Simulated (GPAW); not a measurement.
# C2 in line between two Mo chains: transmission at several levels

How well does C2 in line between two Mo chains conduct at low bias, and how far do basis and functional move the answer?

Calculated with GPAW 26.7.0; GPAW LCAO, PAW setups; Landauer transmission from Green's functions with principal layers (ASE), zero bias.

**1. Set-up**

The cell holds 16 atoms: 14 Mo and 2 C. Its edges and angles: a = 9.000 Å, b = 9.000 Å, c = 33.950 Å, α = 90.0°, β = 90.0°, γ = 90.0°. Regions: left lead, 7 atoms (7 Mo); channel, 2 atoms (2 C); right lead, 7 atoms (7 Mo). Vacuum lies along a and b. The structure is stacked along c, and the current runs across the ab planes.

Coordinates:

```cif
data_structure
_symmetry_space_group_name_H-M 'P 1'
_symmetry_Int_Tables_number 1
_cell_length_a 9.0000
_cell_length_b 9.0000
_cell_length_c 33.9498
_cell_angle_alpha 90.000
_cell_angle_beta 90.000
_cell_angle_gamma 90.000
_cell_volume 2749.93
loop_
_atom_site_label
_atom_site_type_symbol
_atom_site_fract_x
_atom_site_fract_y
_atom_site_fract_z
_atom_site_occupancy
Mo1 Mo 0.50000 0.50000 0.03314 1
Mo2 Mo 0.50000 0.50000 0.09941 1
Mo3 Mo 0.50000 0.50000 0.16569 1
Mo4 Mo 0.50000 0.50000 0.23196 1
Mo5 Mo 0.50000 0.50000 0.29823 1
Mo6 Mo 0.50000 0.50000 0.36451 1
Mo7 Mo 0.50000 0.50000 0.43078 1
C8 C 0.50000 0.50000 0.48174 1
C9 C 0.50000 0.50000 0.51826 1
Mo10 Mo 0.50000 0.50000 0.56922 1
Mo11 Mo 0.50000 0.50000 0.63549 1
Mo12 Mo 0.50000 0.50000 0.70177 1
Mo13 Mo 0.50000 0.50000 0.76804 1
Mo14 Mo 0.50000 0.50000 0.83431 1
Mo15 Mo 0.50000 0.50000 0.90059 1
Mo16 Mo 0.50000 0.50000 0.96686 1
```

**2. GPAW, dzp**

Localised orbitals split the wire into layers that couple to their neighbours alone, which is what the Green's function method needs; double zeta with polarisation is the usual level for numbers.

Input file run.py:

```python
import json
import numpy as np
from ase import Atoms
from ase.transport.calculators import TransportCalculator
from gpaw import GPAW, FermiDirac
from gpaw.lcao.tools import get_lcao_hamiltonian
from scipy.linalg import eigh

# The junction with lead layers at both ends, along the third cell vector
device = Atoms(
    ['Mo', 'Mo', 'Mo', 'Mo', 'Mo', 'Mo', 'Mo', 'C', 'C', 'Mo', 'Mo', 'Mo', 'Mo', 'Mo', 'Mo', 'Mo'],
    positions=[
        [4.50000, 4.50000, 1.12500],
        [4.50000, 4.50000, 3.37500],
        [4.50000, 4.50000, 5.62500],
        [4.50000, 4.50000, 7.87500],
        [4.50000, 4.50000, 10.12500],
        [4.50000, 4.50000, 12.37500],
        [4.50000, 4.50000, 14.62500],
        [4.50000, 4.50000, 16.35490],
        [4.50000, 4.50000, 17.59490],
        [4.50000, 4.50000, 19.32480],
        [4.50000, 4.50000, 21.57480],
        [4.50000, 4.50000, 23.82480],
        [4.50000, 4.50000, 26.07480],
        [4.50000, 4.50000, 28.32480],
        [4.50000, 4.50000, 30.57480],
        [4.50000, 4.50000, 32.82480]],
    cell=[[9.0, 0.0, 0.0], [0.0, 9.0, 0.0], [0.0, 0.0, 33.9498]],
    pbc=True)

# One principal layer of the lead: the first 5 atoms of the device
lead = Atoms(
    ['Mo', 'Mo', 'Mo', 'Mo', 'Mo'],
    positions=[
        [4.50000, 4.50000, 1.12500],
        [4.50000, 4.50000, 3.37500],
        [4.50000, 4.50000, 5.62500],
        [4.50000, 4.50000, 7.87500],
        [4.50000, 4.50000, 10.12500]],
    cell=[[9.0, 0.0, 0.0], [0.0, 9.0, 0.0], [0.0, 0.0, 11.25]],
    pbc=True)

settings = dict(mode='lcao', basis='dzp', xc='PBE', h=0.2,
                occupations=FermiDirac(0.1), maxiter=250,
                mixer=dict(beta=0.1, nmaxold=8, weight=100.0),
                convergence=dict(density=0.0001))
energies = np.arange(-3, 3 + 1e-9, 0.075)
eta = 0.0001
n1, n2 = 1, 1
# k and -k transmit alike, so half of the mesh across the current serves
mesh = [(i, j) for i in range(n1) for j in range(n2) if (i, j) <= (-i % n1, -j % n2)]
weights = np.array([1 if (i, j) == (-i % n1, -j % n2) else 2 for i, j in mesh]) / (n1 * n2)

# [... helper functions left out ...]
fermi_lead = ground_state(lead, (1, 1, 10), 'lead.txt')
fermi_device = ground_state(device, (1, 1, 3), 'device.txt')
# [... loop over the mesh left out, but for ...]
        # Shift the lead onto the potential of the device's first layer
        shift = ((H[:, 0, 0] - H0[:, 0, 0]) / S0[0, 0]).real.mean()
# [...]
kT = 8.617333e-5 * 300
bias = [0.1, 0.2, 0.5, 1.0, 1.5, 2.0]
# [... integrals and printing left out ...]
```

Command:

```sh
OMP_NUM_THREADS=1 OPENBLAS_NUM_THREADS=1 python run.py
```

What it wrote:

```text
basis functions: device 432, principal layer 145
Fermi level: lead -2.7421 eV, device -2.8225 eV; lead shifted by -0.0145 eV
largest coupling past the next layer 2.80e-05 eV, largest misfit of the first layer 0.050 eV
  E-E_F (eV)   T (one spin)  [channel counts left out]
    -3.000    1.9179e+00
    -2.925    1.5750e+00
    -2.850    1.6435e+00
    -2.775    1.7021e+00
    -2.700    1.7565e+00
    -2.625    1.8084e+00
    -2.550    1.8567e+00
    -2.475    1.8997e+00
    -2.400    1.9357e+00
    -2.325    1.9642e+00
    -2.250    1.9853e+00
    -2.175    2.0000e+00
    -2.100    2.0096e+00
    -2.025    2.0151e+00
    -1.950    2.0177e+00
    -1.875    2.0180e+00
[...]
2.475    7.0477e-02
     2.550    6.8241e-02
     2.625    6.5862e-02
     2.700    6.3334e-02
     2.775    6.0625e-02
     2.850    5.7608e-02
     2.925    5.3850e-02
     3.000    5.0014e-02
conductance at 300 K: 2.0645 G0 a cell; thermopower 0.146 uV/K
current from the zero-bias T(E) at 0.1 V: 15.995 uA
current from the zero-bias T(E) at 0.2 V: 31.991 uA
current from the zero-bias T(E) at 0.5 V: 79.974 uA
current from the zero-bias T(E) at 1.0 V: 159.93 uA
current from the zero-bias T(E) at 1.5 V: 239.83 uA
current from the zero-bias T(E) at 2.0 V: 319.41 uA
```

Elapsed: 6.4 min, on 1 thread of Arm Neoverse N1, shared host; peak memory 1.4 GiB.

Numbers from this step:

* conductance: 2.064 G₀
* largest coupling past the next principal layer: 2.80e-5 eV
* largest misfit of the first principal layer: 0.05023 eV
* shift that aligns the lead: -0.01446 eV
* basis functions of the junction: 432
* basis functions of a principal layer: 145
* transmission at the Fermi level (one spin): 2.064

One spin. The transmission, zone mean by energy, zero at the Fermi level:

energy (eV), transmission, zone mean and a bar:
```
  -3.0000       1.92 ############################
  -2.7750       1.70 ########################
  -2.4750       1.90 ###########################
  -2.2500       1.99 #############################
  -2.0250       2.02 #############################
  -1.7250       2.02 #############################
  -1.5000       2.05 ##############################
  -1.2750       2.03 #############################
  -0.9750       2.06 ##############################
  -0.7500       2.07 ##############################
  -0.5250       2.08 ##############################
  -0.4500       2.08 ##############################
  -0.2250       2.07 ##############################
   0.0000       2.06 ##############################
   0.2250       2.06 ##############################
   0.5250       2.05 ##############################
   0.7500       2.05 ##############################
   0.9750       2.04 #############################
   1.2750       2.00 #############################
   1.5000       1.93 ############################
   1.7250       1.77 #########################
   2.0250       0.08 
   2.2500       0.08 
   2.4750       0.07 
   2.7750       0.06 
   3.0000       0.05
```

Not self-consistent under bias; the bias window is split evenly. Current through one cell, from the zero-bias transmission against bias:

| bias (V) | current through one cell, from the zero-bias transmission (μA) |
| --- | --- |
| 0.100 | 16.0 |
| 0.200 | 32.0 |
| 0.500 | 80.0 |
| 1.000 | 160 |
| 1.500 | 240 |
| 2.000 | 319 |

The transmission of the three most open eigenchannels by energy, zero at the Fermi level:

| energy (eV) | channel 1 | channel 2 | channel 3 |
| --- | --- | --- | --- |
| -3.00 | 0.930 | 0.930 | 0.0582 |
| -2.77 | 0.821 | 0.821 | 0.0603 |
| -2.55 | 0.897 | 0.897 | 0.0623 |
| -2.40 | 0.936 | 0.936 | 0.0640 |
| -2.17 | 0.966 | 0.966 | 0.0679 |
| -1.95 | 0.972 | 0.972 | 0.0737 |
| -1.73 | 0.967 | 0.967 | 0.0826 |
| -1.57 | 0.962 | 0.962 | 0.0917 |
| -1.35 | 0.960 | 0.960 | 0.106 |
| -1.12 | 0.967 | 0.967 | 0.111 |
| -0.90 | 0.976 | 0.976 | 0.112 |
| -0.75 | 0.980 | 0.980 | 0.110 |
| -0.53 | 0.984 | 0.984 | 0.107 |
| -0.30 | 0.983 | 0.983 | 0.106 |
| -0.07 | 0.979 | 0.979 | 0.105 |
| 0.00 | 0.978 | 0.978 | 0.104 |
| 0.07 | 0.977 | 0.977 | 0.103 |
| 0.30 | 0.976 | 0.976 | 0.0982 |
| 0.53 | 0.976 | 0.976 | 0.0937 |
| 0.75 | 0.976 | 0.976 | 0.0914 |
| 0.90 | 0.974 | 0.974 | 0.0909 |
| 1.12 | 0.963 | 0.963 | 0.0903 |
| 1.35 | 0.942 | 0.942 | 0.0882 |
| 1.57 | 0.900 | 0.900 | 0.0841 |
| 1.73 | 0.842 | 0.842 | 0.0806 |
| 1.95 | 0.546 | 0.546 | 0.0750 |
| 2.17 | 0.0698 | 0.00841 | 1.8e-8 |
| 2.40 | 0.0649 | 0.00770 | 1.7e-8 |
| 2.55 | 0.0617 | 0.00652 | 1.6e-8 |
| 2.77 | 0.0568 | 0.00387 | 1.4e-8 |
| 3.00 | 0.0500 | 1.3e-8 | 2.1e-10 |

Couplings past the next layer reach 2.8e-5 eV, small enough to drop; the matrix elements of the cell's first layer differ from the bulk lead's by up to 0.050 eV. That layer keeps its own values in the calculation, and only beyond it is the lead taken as perfect. The Fermi levels of lead and junction count from different zeros of potential, one for each periodic cell; with both set to zero, the small remaining shift is what aligns them. By hand: G = 2.064 × 77.48 μS = 160 μS, a resistance of 6.25 kΩ; at 0.1 V a linear junction would pass 16.0 μA, and the integral over the bias window gives 16.0 μA.

**3. Single-zeta polarised basis**

The second zeta is dropped, the polarisation orbitals stay.

Changes to run.py since step 2:

```diff
@@ -43,3 +43,3 @@
 
-settings = dict(mode='lcao', basis='dzp', xc='PBE', h=0.2,
+settings = dict(mode='lcao', basis='szp(dzp)', xc='PBE', h=0.2,
                 occupations=FermiDirac(0.1), maxiter=250,
```

What it wrote:

```text
basis functions: device 242, principal layer 80
Fermi level: lead -2.9192 eV, device -3.0524 eV; lead shifted by -0.0104 eV
largest coupling past the next layer 2.79e-05 eV, largest misfit of the first layer 0.052 eV
  E-E_F (eV)   T (one spin)  [channel counts left out]
    -3.000    1.4063e+00
    -2.925    1.5286e+00
    -2.850    1.6188e+00
    -2.775    1.6925e+00
    -2.700    1.7570e+00
    -2.625    1.8149e+00
    -2.550    1.8662e+00
    -2.475    1.9096e+00
    -2.400    1.9447e+00
    -2.325    1.9715e+00
    -2.250    1.9910e+00
    -2.175    2.0046e+00
    -2.100    2.0136e+00
    -2.025    2.0192e+00
    -1.950    2.0224e+00
    -1.875    2.0239e+00
[...]
2.475    6.6333e-02
     2.550    6.4296e-02
     2.625    6.2216e-02
     2.700    6.0072e-02
     2.775    5.7807e-02
     2.850    5.5393e-02
     2.925    5.2261e-02
     3.000    4.7408e-02
conductance at 300 K: 2.0626 G0 a cell; thermopower 0.01273 uV/K
current from the zero-bias T(E) at 0.1 V: 15.981 uA
current from the zero-bias T(E) at 0.2 V: 31.963 uA
current from the zero-bias T(E) at 0.5 V: 79.915 uA
current from the zero-bias T(E) at 1.0 V: 159.87 uA
current from the zero-bias T(E) at 1.5 V: 239.78 uA
current from the zero-bias T(E) at 2.0 V: 319.41 uA
```

It took 3.8 min on 1 thread; peak memory 1.3 GiB.

This step gave:

- conductance: 2.063 G₀
- largest coupling past the next principal layer: 2.79e-5 eV
- largest misfit of the first principal layer: 0.05246 eV
- shift that aligns the lead: -0.01043 eV
- basis functions of the junction: 242
- basis functions of a principal layer: 80
- transmission at the Fermi level (one spin): 2.062

One spin. Table of transmission, zone mean by energy, zero at the Fermi level:

| energy (eV) | transmission, zone mean |
| --- | --- |
| -3.0000 | 1.41 |
| -2.7750 | 1.69 |
| -2.4750 | 1.91 |
| -2.2500 | 1.99 |
| -2.0250 | 2.02 |
| -1.7250 | 2.02 |
| -1.5000 | 2.03 |
| -1.2750 | 2.04 |
| -0.9750 | 2.05 |
| -0.7500 | 2.06 |
| -0.5250 | 2.07 |
| -0.2250 | 2.06 |
| 0.0000 | 2.06 |
| 0.2250 | 2.06 |
| 0.5250 | 2.06 |
| 0.7500 | 2.06 |
| 0.9750 | 2.05 |
| 1.2750 | 2.02 |
| 1.5000 | 1.98 |
| 1.7250 | 1.92 |
| 2.0250 | 1.71 |
| 2.2500 | 0.0723 |
| 2.4750 | 0.0663 |
| 2.7750 | 0.0578 |
| 3.0000 | 0.0474 |

Not self-consistent under bias; the bias window is split evenly. Current through one cell, from the zero-bias transmission against bias:

| bias (V) | current through one cell, from the zero-bias transmission (μA) |
| --- | --- |
| 0.100 | 16.0 |
| 0.200 | 32.0 |
| 0.500 | 79.9 |
| 1.000 | 160 |
| 1.500 | 240 |
| 2.000 | 319 |

Transmission of the three most open eigenchannels against energy, zero at the Fermi level:

| energy (eV) | channel 1 | channel 2 | channel 3 |
| --- | --- | --- | --- |
| -3.00 | 0.679 | 0.679 | 0.0477 |
| -2.77 | 0.821 | 0.821 | 0.0503 |
| -2.55 | 0.907 | 0.907 | 0.0531 |
| -2.40 | 0.945 | 0.945 | 0.0554 |
| -2.17 | 0.973 | 0.973 | 0.0596 |
| -1.95 | 0.979 | 0.979 | 0.0648 |
| -1.73 | 0.976 | 0.976 | 0.0714 |
| -1.57 | 0.974 | 0.974 | 0.0769 |
| -1.35 | 0.972 | 0.972 | 0.0878 |
| -1.12 | 0.974 | 0.974 | 0.0971 |
| -0.90 | 0.977 | 0.977 | 0.103 |
| -0.75 | 0.979 | 0.979 | 0.105 |
| -0.53 | 0.980 | 0.980 | 0.106 |
| -0.30 | 0.979 | 0.979 | 0.106 |
| -0.07 | 0.977 | 0.977 | 0.106 |
| 0.00 | 0.977 | 0.977 | 0.106 |
| 0.07 | 0.977 | 0.977 | 0.106 |
| 0.30 | 0.978 | 0.978 | 0.104 |
| 0.53 | 0.979 | 0.979 | 0.100 |
| 0.75 | 0.979 | 0.979 | 0.0969 |
| 0.90 | 0.977 | 0.977 | 0.0956 |
| 1.12 | 0.970 | 0.970 | 0.0945 |
| 1.35 | 0.958 | 0.958 | 0.0926 |
| 1.57 | 0.938 | 0.938 | 0.0885 |
| 1.73 | 0.918 | 0.918 | 0.0846 |
| 1.95 | 0.857 | 0.857 | 0.0781 |
| 2.17 | 0.551 | 0.551 | 0.0719 |
| 2.40 | 0.0662 | 0.00212 | 1.6e-8 |
| 2.55 | 0.0625 | 0.00176 | 1.5e-8 |
| 2.77 | 0.0568 | 0.00100 | 1.3e-8 |
| 3.00 | 0.0474 | 1.3e-8 | 1.4e-10 |

The conductance equals that of the dzp run to 0.2 %.

**4. Minimal basis**

The minimal basis is the cheapest rung: no second zeta and no polarisation.

Changes to run.py since step 3:

```diff
@@ -43,3 +43,3 @@
 
-settings = dict(mode='lcao', basis='szp(dzp)', xc='PBE', h=0.2,
+settings = dict(mode='lcao', basis='sz(dzp)', xc='PBE', h=0.2,
                 occupations=FermiDirac(0.1), maxiter=250,
```

What it wrote:

```text
basis functions: device 190, principal layer 65
Fermi level: lead -2.9953 eV, device -3.1267 eV; lead shifted by -0.0097 eV
largest coupling past the next layer 2.78e-05 eV, largest misfit of the first layer 0.039 eV
  E-E_F (eV)   T (one spin)  [channel counts left out]
    -3.000    1.4425e+00
    -2.925    1.5454e+00
    -2.850    1.6219e+00
[...]
2.925    5.6169e-02
     3.000    5.1683e-02
conductance at 300 K: 2.0445 G0 a cell; thermopower -0.01253 uV/K
current from the zero-bias T(E) at 0.1 V: 15.841 uA
current from the zero-bias T(E) at 0.2 V: 31.682 uA
current from the zero-bias T(E) at 0.5 V: 79.219 uA
current from the zero-bias T(E) at 1.0 V: 158.51 uA
current from the zero-bias T(E) at 1.5 V: 237.81 uA
current from the zero-bias T(E) at 2.0 V: 316.94 uA
```

Elapsed: 2.8 min, on 1 thread; peak memory 1.2 GiB.

Numbers from this step:

* conductance: 2.044 G₀
* largest coupling past the next principal layer: 2.78e-5 eV
* largest misfit of the first principal layer: 0.03911 eV
* shift that aligns the lead: -0.009732 eV
* basis functions of the junction: 190
* basis functions of a principal layer: 65
* transmission at the Fermi level (one spin): 2.044

The conductance, 2.04 G₀, lies 1.0 % below that of the dzp run.

**5. revPBE in the dzp basis: xc = "revPBE"**

Back in the dzp basis, the functional changes from PBE to revPBE, to set the spread between functionals beside that between bases.

Changes to run.py since step 4:

```diff
@@ -43,3 +43,3 @@
 
-settings = dict(mode='lcao', basis='sz(dzp)', xc='PBE', h=0.2,
+settings = dict(mode='lcao', basis='dzp', xc='revPBE', h=0.2,
                 occupations=FermiDirac(0.1), maxiter=250,
```

What it wrote:

```text
basis functions: device 432, principal layer 145
Fermi level: lead -2.6596 eV, device -2.7380 eV; lead shifted by -0.0141 eV
largest coupling past the next layer 2.83e-05 eV, largest misfit of the first layer 0.050 eV
  E-E_F (eV)   T (one spin)  [channel counts left out]
    -3.000    1.4516e+00
    -2.925    1.5925e+00
    -2.850    1.6604e+00
[...]
2.925    5.7959e-02
     3.000    5.2199e-02
conductance at 300 K: 2.0661 G0 a cell; thermopower 0.1341 uV/K
current from the zero-bias T(E) at 0.1 V: 16.008 uA
current from the zero-bias T(E) at 0.2 V: 32.016 uA
current from the zero-bias T(E) at 0.5 V: 80.041 uA
current from the zero-bias T(E) at 1.0 V: 160.09 uA
current from the zero-bias T(E) at 1.5 V: 240.12 uA
current from the zero-bias T(E) at 2.0 V: 319.88 uA
```

It took 6.7 min on 1 thread; peak memory 1.4 GiB.

Numbers from this step:

| Property | Result |
| --- | --- |
| conductance | 2.066 G₀ |
| largest coupling past the next principal layer | 2.83e-5 eV |
| largest misfit of the first principal layer | 0.05034 eV |
| shift that aligns the lead | -0.01408 eV |
| basis functions of the junction | 432 |
| basis functions of a principal layer | 145 |
| transmission at the Fermi level (one spin) | 2.066 |

One spin. Table of transmission, zone mean by energy, zero at the Fermi level:

energy (eV), transmission, zone mean and a bar:
```
    -3.00       1.45 #####################
    -2.77       1.72 #########################
    -2.55       1.87 ###########################
    -2.40       1.95 ############################
    -2.17       2.01 #############################
    -1.95       2.02 #############################
    -1.73       2.02 #############################
    -1.57       2.02 #############################
    -1.35       2.04 #############################
    -1.12       2.05 ##############################
    -0.90       2.07 ##############################
    -0.75       2.08 ##############################
    -0.53       2.08 ##############################
    -0.30       2.08 ##############################
    -0.07       2.07 ##############################
     0.00       2.07 ##############################
     0.07       2.06 ##############################
     0.30       2.06 ##############################
     0.53       2.05 ##############################
     0.75       2.05 ##############################
     0.90       2.05 ##############################
     1.12       2.03 #############################
     1.35       1.99 #############################
     1.57       1.90 ###########################
     1.73       1.80 ##########################
     1.95       1.34 ###################
     2.17       0.08 
     2.40       0.08 
     2.55       0.07 
     2.77       0.06 
     3.00       0.05
```

The conductance equals that of the dzp run to 0.2 %.

**6. Cost and result by level**

Times are for 1 thread of Arm Neoverse N1, shared host. The series side by side:

| no. | run | conductance (G₀) | time | memory (GiB) |
| --- | --- | --- | --- | --- |
| 1 | dzp | 2.064 | 6.4 min | 1.4 |
| 2 | szp | 2.063 | 3.8 min | 1.3 |
| 3 | sz | 2.044 | 2.8 min | 1.2 |
| 4 | dzp revPBE | 2.066 | 6.7 min | 1.4 |

**7. The levels side by side**

The curves are compared point by point over the common energies.

This step: comparison of transmission and cost over codes and levels (GPAW 26.7.0).

Ladder, by row:

| step | code | T at the Fermi level (sum over the listed spins) | conductance (G0) | r.m.s. T(E) from the first | wall time (s) | peak memory (GiB) | threads |
| --- | --- | --- | --- | --- | --- | --- | --- |
| dzp | GPAW | 2.064 | 2.064 | 0 | 381.8 | 1.37 | 1 |
| szp | GPAW | 2.062 | 2.063 | 0.2926 | 230.9 | 1.28 | 1 |
| sz | GPAW | 2.044 | 2.044 | 0.4203 | 171 | 1.22 | 1 |
| dzp-revPBE | GPAW | 2.066 | 2.066 | 0.0559 | 402.6 | 1.39 | 1 |

Table of transmission, zone mean, sum over the listed spins by energy, zero at the Fermi level:

| energy (eV) | dzp | szp | sz | dzp-revPBE |
| --- | --- | --- | --- | --- |
| -3.0000 | 1.92 | 1.41 | 1.44 | 1.45 |
| -2.7750 | 1.70 | 1.69 | 1.69 | 1.72 |
| -2.4750 | 1.90 | 1.91 | 1.90 | 1.91 |
| -2.2500 | 1.99 | 1.99 | 1.97 | 1.99 |
| -2.0250 | 2.02 | 2.02 | 2.00 | 2.02 |
| -1.7250 | 2.02 | 2.02 | 2.00 | 2.02 |
| -1.5000 | 2.05 | 2.03 | 2.00 | 2.03 |
| -1.2750 | 2.03 | 2.04 | 2.02 | 2.04 |
| -0.9750 | 2.06 | 2.05 | 2.03 | 2.06 |
| -0.7500 | 2.07 | 2.06 | 2.04 | 2.08 |
| -0.5250 | 2.08 | 2.07 | 2.05 | 2.08 |
| -0.4500 | 2.08 | 2.07 | 2.05 | 2.08 |
| -0.2250 | 2.07 | 2.06 | 2.04 | 2.07 |
| 0.0000 | 2.06 | 2.06 | 2.04 | 2.07 |
| 0.2250 | 2.06 | 2.06 | 2.05 | 2.06 |
| 0.5250 | 2.05 | 2.06 | 2.05 | 2.05 |
| 0.6750 | 2.05 | 2.06 | 2.05 | 2.05 |
| 0.7500 | 2.05 | 2.06 | 2.05 | 2.05 |
| 0.9750 | 2.04 | 2.05 | 2.05 | 2.04 |
| 1.2750 | 2.00 | 2.02 | 2.03 | 2.00 |
| 1.5000 | 1.93 | 1.98 | 2.01 | 1.94 |
| 1.7250 | 1.77 | 1.92 | 1.98 | 1.80 |
| 2.0250 | 0.0814 | 1.71 | 1.89 | 0.0864 |
| 2.2500 | 0.0764 | 0.0723 | 1.63 | 0.0812 |
| 2.4750 | 0.0705 | 0.0663 | 0.0707 | 0.0751 |
| 2.7750 | 0.0606 | 0.0578 | 0.0625 | 0.0648 |
| 3.0000 | 0.0500 | 0.0474 | 0.0517 | 0.0522 |

[end of part 1 of 2]

[Logs are printed without paths, hosts, clocks, repeated set-up lines and the standing remarks that a program may print on its own settings, such as how far it seeks lower states.]

[Hosts, paths, dates, database ids (printed as entryN), source tags and the programs' standing remarks are cut or masked in the printed files.]
